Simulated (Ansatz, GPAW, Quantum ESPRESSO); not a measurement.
# Photoemission of the MXene Zr3C2 with O ends, part 6 of 8

Wanted: the XPS lines and the band structure of the MXene Zr3C2 with O ends.

Ansatz 0.2.0, Quantum ESPRESSO 7.5 and GPAW 26.7.0; DFT, LDA, plane-wave PAW, default files, scalar-relativistic (the session's first sound run).

So far, work function, upper face (eV): 5.42 in steps 2, 3 and 5.

## 8. GPAW, plane waves

This step: DFT, LDA, PAW datasets of GPAW, plane waves, scalar-relativistic (GPAW 26.7.0).

GPAW, with its own PAW datasets and plane waves, is a further check on the main run's cell.

The input, run.py:

```python
import json
import numpy as np
from ase import Atoms
from ase.parallel import paropen
from gpaw import GPAW, PW, FermiDirac, Mixer, MixerDif, setup_paths

atoms = Atoms(['O', 'Zr', 'C', 'Zr', 'C', 'Zr', 'O'],
              cell=[[3.264226, 0.0, -0.0], [-1.632113, 2.826902, 0.0], [-0.0, -0.0, 21.7]],
              scaled_positions=[[0.666667, 0.333333, 0.667496], [0.333333, 0.666667, 0.625991], [0.0, -0.0, 0.562021], [0.666667, 0.333333, 0.5], [0.333333, 0.666667, 0.437979], [0.0, -0.0, 0.374009], [0.666667, 0.333333, 0.332504]],
              pbc=(True, True, True))
params = dict(mode=PW(500),
              xc='LDA',
              kpts={'size': (12, 12, 1), 'gamma': True},
              occupations=FermiDirac(0.05),
              nbands=-8,
              maxiter=200,
              txt='gs.txt',
              mixer=Mixer(0.05, 8, 80))
atoms.calc = calc = GPAW(**params)
atoms.get_potential_energy()
ef = calc.get_fermi_level()
nk, ns = len(calc.get_ibz_k_points()), calc.get_number_of_spins()
out = dict(free=atoms.get_potential_energy(force_consistent=True), ef=ef, nel=calc.get_number_of_electrons(), cell=atoms.cell[:], frac=atoms.get_scaled_positions(wrap=False),
           eig=[[calc.get_eigenvalues(k, s) for k in range(nk)] for s in range(ns)], forces=atoms.get_forces(apply_constraint=False))
out['v'] = calc.get_electrostatic_potential().mean(axis=(0, 1))
out['site_potential'] = calc.get_atomic_electrostatic_potentials()
dos = calc.dos(shift_fermi_level=False)
e = ef + np.arange(-30, 12, 0.05)
out['e'], out['dos'] = e - ef, dos.raw_dos(e, width=0.15)
kpts = [[0.333333, 0.333333, 0.0], [0.316667, 0.316667, 0.0], [0.3, 0.3, 0.0], [0.283333, 0.283333, 0.0], ..., [0.35, 0.3, 0.0]]  # list cut here
bands = calc.fixed_density(kpts=kpts, symmetry='off', txt='bands.txt', convergence={'bands': -2})
out['band_e'] = [[bands.get_eigenvalues(k, s) for k in range(len(kpts))] for s in range(ns)]
bands.write('bands.gpw', mode='all')
with paropen('out.json', 'w') as f:
    json.dump(out, f, default=lambda a: a.tolist())
```

Started as:

```bash
$ OMP_NUM_THREADS=1 mpirun -n 8 gpaw python run.py > run.log
```

Numbers of over 12 decimals in the logs are rounded to 6 here.

The program printed:

```text
__  _  _
 | _ |_)|_||  |
 |__||  | ||/\| - 26.7.0

units:  Angstrom and eV
cores:  8
OpenMP: True

Versions:

Paths:

Git-hashes:

OMP_NUM_THREADS: 1

Environment variables:
  GPAW_CPUPY:          False
  GPAW_DEBUG:          False
  GPAW_MPI_BACKEND:    cgpaw
  GPAW_MPI_OPTIONS:    None
  GPAW_NO_C_EXTENSION: False
  GPAW_NO_GPU_MPI:     False
  GPAW_TRACE:          False
  GPAW_USE_GPUS:       False

Input parameters:
  mode=PW(ecut=500.0),
  kpts=MonkhorstPack(size=(12, 12, 1), gamma=True),
  maxiter=200,
  mixer=Pulay(name='pulay', nmaxold=8, beta=0.05, weight=80, sigma=0.015, g_ss=None),
  nbands=-8,
  occupations=Occupations(name='fermi-dirac', width=0.05, fixmagmom=False),
  xc=XC(name='LDA')

Diagonalizing LCAO Hamiltonian
Converting LCAO to pw mode

            O
         Zr

       C
            Zr
         C

       Zr
            O

Atoms  # Å, Bohr magnetons
|   | symbol |         x |        y |         z |    initial magnetic moments |
|---|--------|-----------|----------|-----------|-----------------------------|
| 0 |      O |  1.632115 | 0.942300 | 14.484663 | ( 0.0000,  0.0000,  0.0000) |
| 1 |     Zr | -0.000002 | 1.884602 | 13.584005 | ( 0.0000,  0.0000,  0.0000) |
| 2 |      C |  0.000000 | 0.000000 | 12.195856 | ( 0.0000,  0.0000,  0.0000) |
| 3 |     Zr |  1.632115 | 0.942300 | 10.850000 | ( 0.0000,  0.0000,  0.0000) |
| 4 |      C | -0.000002 | 1.884602 |  9.504144 | ( 0.0000,  0.0000,  0.0000) |
| 5 |     Zr |  0.000000 | 0.000000 |  8.115995 | ( 0.0000,  0.0000,  0.0000) |
| 6 |      O |  1.632115 | 0.942300 |  7.215337 | ( 0.0000,  0.0000,  0.0000) |

Unit cell  # Å
| periodic |         x |         y |         z |   lengths |     angles |
|----------|-----------|-----------|-----------|-----------|------------|
|      yes |  3.264226 |  0.000000 | -0.000000 |  3.264226 |  90.000000 |
|      yes | -1.632113 |  2.826902 |  0.000000 |  3.264225 |  90.000000 |
|      yes | -0.000000 | -0.000000 | 21.700000 | 21.700000 | 120.000006 |

Number of symmetries: 1
Symmetry operations  # r_c * U_cc + t_c -> r_c
|   | kind |            matrix            |
|---|------|------------------------------|
| 0 |  E   |  1, 0, 0,  0, 1, 0,  0, 0, 1 |

BZ-sampling:
  Number of BZ points: 144
  Number of IBZ points: 74

  Monkhorst-Pack size: [12, 12, 1]
  Monkhorst-Pack shift: [0.041667, 0.041667, 0.0]

K-points  # in reciprocal-cell coordinates
|     |                                coordinates |     weight |
|-----|--------------------------------------------|------------|
|   0 | ( -0.00000000,  -0.00000000,   0.00000000) | 0.00694444 |
|   1 | ( -0.00000000,   0.08333333,   0.00000000) | 0.01388889 |
|   2 | ( -0.00000000,   0.16666667,   0.00000000) | 0.01388889 |
|   3 | ( -0.00000000,   0.25000000,   0.00000000) | 0.01388889 |
|   4 | ( -0.00000000,   0.33333333,   0.00000000) | 0.01388889 |
|   5 | ( -0.00000000,   0.41666667,   0.00000000) | 0.01388889 |
|   6 | ( -0.00000000,   0.50000000,   0.00000000) | 0.00694444 |
|   7 | (  0.08333333,  -0.41666667,   0.00000000) | 0.01388889 |
|   8 | (  0.08333333,  -0.33333333,   0.00000000) | 0.01388889 |
|   9 | (  0.08333333,  -0.25000000,   0.00000000) | 0.01388889 |
| ... |                                            |            |
|  73 | (  0.50000000,   0.50000000,   0.00000000) | 0.00694444 |

Plane wave coefficients: 5123
Cutoff: 500.0 eV

Spin-components: 1 (collinear spins)
Bands:           36
Projectors:      38
Spin-degeneracy: 2
Datatype:        complex128

  Storage: CPU
  Wave functions: 214_356_096 bytes (26_794_512 per core)
  Projectors: 190_538_752 bytes (23_817_344 per core)

Parallelization:
  kpt:    8
  domain: 1
  band:   1

Density:
  Valence electrons: 56.0
  Components: 1
  Grid points: [ 18  18 112]
  Charge: 0.0  # |e|

Potential:
  Grid points: [ 18  18 112]

species:
  O:
    name:    Oxygen
    Z:       8.0
    valence: 6
    core:    2
    charge:  0.0  # [|e|]
    file:    O.LDA.gz
    compensation charges:
      type: gauss
      rc: 0.21  # [Å]
      lmax: 2
    cutoffs:
      filter: 1.17  # [Å]
      core: 0.83  # [Å]
    projectors
    | kind |    occ | energy [eV] | rcut [Å] |
    |------|--------|-------------|----------|
    |   2s |  2.000 |     -23.752 |    0.688 |
    |   2p |  4.000 |      -9.195 |    0.598 |
    |    s |        |       3.459 |    0.688 |
    |    p |        |      18.016 |    0.598 |
    |    d |        |       0.000 |    0.619 |

    Using partial waves for O as LCAO basis

  Zr:
    name:    Zirconium
    Z:       40.0
    valence: 12
    core:    28
    charge:  0.0  # [|e|]
    file:    Zr.LDA.gz
    compensation charges:
      type: gauss
      rc: 0.40  # [Å]
      lmax: 2
    cutoffs:
      filter: 2.39  # [Å]
      core: 1.59  # [Å]
    projectors
    | kind |    occ | energy [eV] | rcut [Å] |
    |------|--------|-------------|----------|
    |   4s |  2.000 |     -54.491 |    1.323 |
    |   5s |  2.000 |      -4.587 |    1.323 |
    |   4p |  6.000 |     -32.510 |    1.334 |
    |   5p |  0.000 |      -1.548 |    1.334 |
    |   4d |  2.000 |      -3.736 |    1.244 |
    |    d |        |      23.475 |    1.244 |

    Using partial waves for Zr as LCAO basis

  C:
    name:    Carbon
    Z:       6.0
    valence: 4
    core:    2
    charge:  0.0  # [|e|]
    file:    C.LDA.gz
    compensation charges:
      type: gauss
      rc: 0.20  # [Å]
      lmax: 2
    cutoffs:
      filter: 1.14  # [Å]
      core: 1.14  # [Å]
    projectors
    | kind |    occ | energy [eV] | rcut [Å] |
    |------|--------|-------------|----------|
    |   2s |  2.000 |     -13.639 |    0.635 |
    |   2p |  2.000 |      -5.414 |    0.635 |
    |    s |        |      13.573 |    0.635 |
    |    p |        |      21.797 |    0.635 |
    |    d |        |       0.000 |    0.635 |

    Using partial waves for C as LCAO basis

Reference energy: -299453.109299  # eV

eigensolver:
  PPCG
  Converge bands: occupied
  niter=2

density mixing:
  Pulay-Mixer
  Linear mixing parameters: 0.05
  Old densities: 8
  Fourier metric: weight=80, sigma=0.015

occupation numbers:
  Fermi-Dirac:
    width: 0.0500  # eV

poisson solver:
  ecut: 4000.0  # eV

xc functional:
  name: None

Initialization done in: 2.232 s

convergence criteria:
- Maximum [total energy] change in last 3 cyles: 0.0005 eV / valence electron
- Maximum integral of absolute [dens]ity change: 0.0001 electrons / valence electron
- Maximum integral of absolute [eigenst]ate change: 4e-08 eV^2 / valence electron
maximum number of iterations: 200

SCF iterations
|iter     |     time |      energy | eigst |  dens |
|---------|----------|-------------|-------|-------|
|iter:   1|       0s |  -77.386154 | +0.24 |       |
|iter:   2|       3s |  -74.918011 | -0.91 | -0.80 |
|iter:   3|       6s |  -69.490708 | +0.08 | -0.86 |
|iter:   4|       9s |  -69.440761 | -1.81 | -1.38 |
|iter:   5|      12s |  -69.333491 | -1.18 | -1.40 |
|iter:   6|      14s |  -69.393413 | -1.76 | -1.49 |
|iter:   7|      17s |  -69.241780 | -1.68 | -1.54 |
|iter:   8|      20s |  -69.248139 | -2.32 | -2.12 |
|iter:   9|      23s |  -69.252268c| -1.93 | -2.22 |
|iter:  10|      26s |  -69.234848c| -2.99 | -2.18 |
|iter:  11|      29s |  -69.230109c| -3.07 | -2.45 |
|iter:  12|      32s |  -69.230020c| -4.02 | -2.83 |
|iter:  13|      35s |  -69.229916c| -4.98 | -3.00 |
|iter:  14|      38s |  -69.229736c| -4.61 | -3.17 |
|iter:  15|      41s |  -69.229735c| -5.31 | -3.66 |
|iter:  16|      44s |  -69.229743c| -6.24 | -3.81 |
|iter:  17|      47s |  -69.229737c| -6.67 | -3.94 |
|iter:  18|      50s |  -69.229735c| -6.84 | -4.45c|
|iter:  19|      51s |  -69.229735c| -7.63c| -4.65c|

Converged in 19 steps
SCF loop duration: 54.011 s (2.843 s/step)
Energy contributions relative to reference atoms: (reference = -299453.109299)

Energy contributions:
  Kinetic:          52.357697
  Coulomb:         -58.307392
  Zero:              0.810912
  External:          0.000000
  Xc:              -64.087937
  Entropy:          -0.006031
  Spinorbit:         0.000000
  ----------------------------
  Free energy:     -69.232751
  Extrapolated:    -69.229735

dipole moment: (-9.546970, -15.740988, 0.000023)  # |e|*Ang

Fermi level: 1.042
Eigenvalues  # (at kpt = [-0.000, -0.000, 0.000])
| band index |      eig [eV] | occ [0-2] |
|------------|---------------|-----------|
|          0 |       -47.574 |     2.000 |
|        ... |               |           |
|         18 |        -4.133 |     2.000 |
|         19 |        -4.098 |     2.000 |
|         20 |        -4.098 |     2.000 |
|         21 |        -3.860 |     2.000 |
|         22 |        -2.046 |     2.000 |
|         23 |        -0.801 |     2.000 |
|         24 |        -0.801 |     2.000 |
|         25 |         0.523 |     2.000 |
|         26 |         1.350 |     0.004 |
|         27 |         1.350 |     0.004 |
|         28 |         2.579 |     0.000 |
|         29 |         2.579 |     0.000 |
|         30 |         2.706 |     0.000 |
|         31 |         3.388 |     0.000 |
|         32 |         3.388 |     0.000 |
|         33 |         4.232 |     0.000 |
|        ... |               |           |
|         35 |         4.749 |     0.000 |

No gap
No difference between direct/indirect transitions

Forces  # eV/Ang
|        x |        y |        z |
|----------|----------|----------|
| -0.00000 |  0.00000 | -0.14237 |  # O    0
|  0.00001 | -0.00002 |  0.11479 |  # Zr   1
|  0.00000 |  0.00000 | -0.00781 |  # C    2
| -0.00002 |  0.00001 |  0.00000 |  # Zr   3
|  0.00002 | -0.00002 |  0.00781 |  # C    4
|  0.00003 | -0.00000 | -0.11479 |  # Zr   5
| -0.00004 |  0.00002 |  0.14237 |  # O    6

Force computation time: 0.339  # s

timing:  # [seconds]
  Total:  194.567  # ━━━━━━━━━━━━━━━━━━━━━━━━━━━━━━━━━━━━━━━━━━━━━━━━━━━━━━━━
  Init:     1.922  # ╸
  SCF:     54.011  # ━━━━━━━━━━━━━━━╸
  Forces:   0.339  #

Max RSS: 333.926  # MiB
```

Run time: 3.3 min. Hardware: 8 MPI ranks of Arm Neoverse V2, shared host.

Numbers from this step:

```yaml
free_energy: -69.2328 eV
fermi_energy: 1.042 eV
work_function_upper_face: 5.426 eV
work_function_lower_face: 5.426 eV
dos_at_the_fermi_level: 0.709 states/eV/cell
```

A(k,E), total over k along the path and E. Zero: Fermi level.

Ten even steps from '0' (0.06 eV⁻¹) to '9' (5.50 eV⁻¹), each cell a mean:
```
543223444432223442220000011345
442110112454445543210000012234
123432112244445322222222211121
000123333235652100000000001100
000000011111111211000000011000
000000000002320012211000110000
000000000124343100112222100000
000000002453224432112233200000
000000134310101223433322331000
111234543211211232211110122211
455666543333333334443222223344
665543344421112343344444455666
655433321122222112211223333456
222222100000000000222334444322
555443211000000011246666655555
766677765322222346766555544567
555556678999999997532111112455
111122233455655433334432334211
000000000011111000001122210000
000000000000000000000000000000
000000000000000000000000000000
000000000000000000000000000000
```
Columns: k along the path (Å⁻¹) from 0 to 3.04; rows upwards: E (eV) from -7.7 to 3.18.

Peaks of A(k,E) at the labelled points: for each region the eleven nearest the zero at most, each over 6 % of that point's highest, less those above the energy where the solved bands run out; weight and spread sum the levels within three half widths or 0.3 eV, so near peaks share levels. Peaks of the spectral function, the first 40 of 70 rows:

| point | weight on | E (eV) | A (1/eV) | weight near the peak | rms spread of levels (eV) |
| --- | --- | --- | --- | --- | --- |
| K | total | -4.88 | 4.084 | 5 | 0.248 |
| K | total | -4.38 | 5.372 | 6 | 0.295 |
| K | total | -2.86 | 4.961 | 5 | 0.269 |
| K | total | -2.34 | 4.329 | 5 | 0.314 |
| K | total | 2.4 | 3.578 | 4 | 0.297 |
| K | total | 3 | 3.746 | 5 | 0.415 |
| K | top | -4.88 | 1.911 | 2.214 | 0.252 |
| K | top | -4.38 | 2.273 | 2.686 | 0.304 |
| K | top | -2.88 | 1.158 | 1.201 | 0.283 |
| K | top | -2.34 | 1.123 | 1.167 | 0.307 |
| K | top | 2.42 | 1.325 | 1.635 | 0.296 |
| K | top | 3 | 1.589 | 1.765 | 0.348 |
| K | middle | -4.42 | 0.836 | 0.628 | 0.177 |
| K | middle | -2.84 | 2.686 | 2.599 | 0.255 |
| K | middle | -2.34 | 2.082 | 2.665 | 0.307 |
| K | middle | 2.4 | 0.929 | 0.73 | 0.263 |
| K | middle | 3.02 | 0.57 | 0.935 | 0.202 |
| Γ | total | -5.16 | 7.335 | 6 | 0.18 |
| Γ | total | -3.08 | 1.794 | 1 | 0 |
| Γ | total | -1.84 | 3.346 | 2 | 0 |
| Γ | total | -0.52 | 1.928 | 1 | 0 |
| Γ | total | 0.3 | 3.465 | 2 | 0 |
| Γ | total | 1.58 | 4.739 | 3 | 0.06 |
| Γ | total | 2.34 | 3.632 | 2 | 0 |
| Γ | total | 3.18 | 1.867 | 1 | 0 |
| Γ | top | -5.16 | 3.495 | 2.787 | 0.17 |
| Γ | top | -3.08 | 0.555 | 0.31 | 0 |
| Γ | top | -1.84 | 0.44 | 0.242 | 0 |
| Γ | top | -0.52 | 0.559 | 0.3 | 0 |
| Γ | top | 0.3 | 0.833 | 0.47 | 0 |
| Γ | top | 1.58 | 1.361 | 0.839 | 0.06 |
| Γ | top | 2.34 | 1.62 | 0.939 | 0 |
| Γ | top | 3.18 | 0.597 | 0.307 | 0 |
| Γ | middle | -5.5 | 0.405 | 0.427 | 0.256 |
| Γ | middle | -5.16 | 0.346 | 0.427 | 0.256 |
| Γ | middle | -3.08 | 0.684 | 0.379 | 0 |
| Γ | middle | -1.84 | 2.466 | 1.515 | 0 |
| Γ | middle | -0.52 | 0.81 | 0.4 | 0 |
| Γ | middle | 0.3 | 1.798 | 1.06 | 0 |
| Γ | middle | 1.56 | 2.018 | 1.322 | 0.059 |

The planar mean, electrostatic potential oscillates, so the rows of the table below give means over windows of 0.97 Å about each position, cut where the curve ends. Its maxima inside the range that stand out by 2 % of the span (Å: eV): 9.01: -4.76, 9.98: -5.05, 11.72: -5.05, 12.69: -4.76. Its minima: 8.14: -21.6, 9.49: -9.35, 10.85: -20.9, 12.21: -9.35, 13.56: -21.6.

From the Fermi level. Planar mean, electrostatic potential against z; means over each step:

z (Å), planar mean, electrostatic potential (eV) and a bar from the least value:
```
     0.48        5.4 ##############################
     1.46        5.4 ##############################
     2.43        5.4 ##############################
     3.40        5.4 ##############################
     4.37        5.4 ##############################
     5.34        5.4 ##############################
     6.31        3.7 ############################
     7.28      -10.5 #########
     8.25      -17.3 
     9.21       -6.9 ##############
    10.19       -9.3 ###########
    11.16      -14.7 ####
    12.12       -6.9 ##############
    13.10      -12.2 #######
    14.07      -15.8 ##
    15.04       -0.2 #######################
    16.01        5.2 ##############################
    16.98        5.4 ##############################
    17.95        5.4 ##############################
    18.92        5.4 ##############################
    19.89        5.4 ##############################
    20.86        5.4 ##############################
```

The DOS has structure finer than the step of the table below, so its rows give means over 1 eV, whole bins alone (the curve runs from -19.5 to 3.4 eV). Peaks (eV: height): -17.8: 9.85, -9.2: 4.44, -5.2: 7.96, -4.6: 9.97, -2.6: 7.70, -2.0: 6.33, 2.0: 4.48.

The DOS by E, zero at the Fermi level; means over each step:

E (eV), DOS (states/eV/cell) and a bar:
```
      -19       0.00 
      -18       3.91 #################
      -17       0.09 
      -16       0.00 
      -15       0.00 
      -14       0.00 
      -13       0.00 
      -12       0.00 
      -11       0.03 
      -10       1.09 #####
       -9       2.81 ############
       -8       0.07 
       -7       0.00 
       -6       0.83 ####
       -5       6.98 ##############################
       -4       4.83 #####################
       -3       3.66 ################
       -2       4.63 ####################
       -1       2.73 ############
        0       0.65 ###
        1       1.34 ######
        2       2.63 ###########
```

Levels are drawn here with a half width of 0.2 eV, so heights of A(k,E) don't compare between steps with other widths.

[end of part 6 of 8]

[Logs are printed without paths, hosts, clocks, repeated set-up lines and the standing remarks that a program may print on its own settings, such as how far it seeks lower states.]

[Hosts, paths, dates, database ids (printed as entryN), source tags and the programs' standing remarks are cut or masked in the printed files.]

[Maps of the electrostatic potential energy from Ansatz leave out the sawtooth potential of an applied field or a dipole correction, so their vacuum need not be flat; work functions include it.]
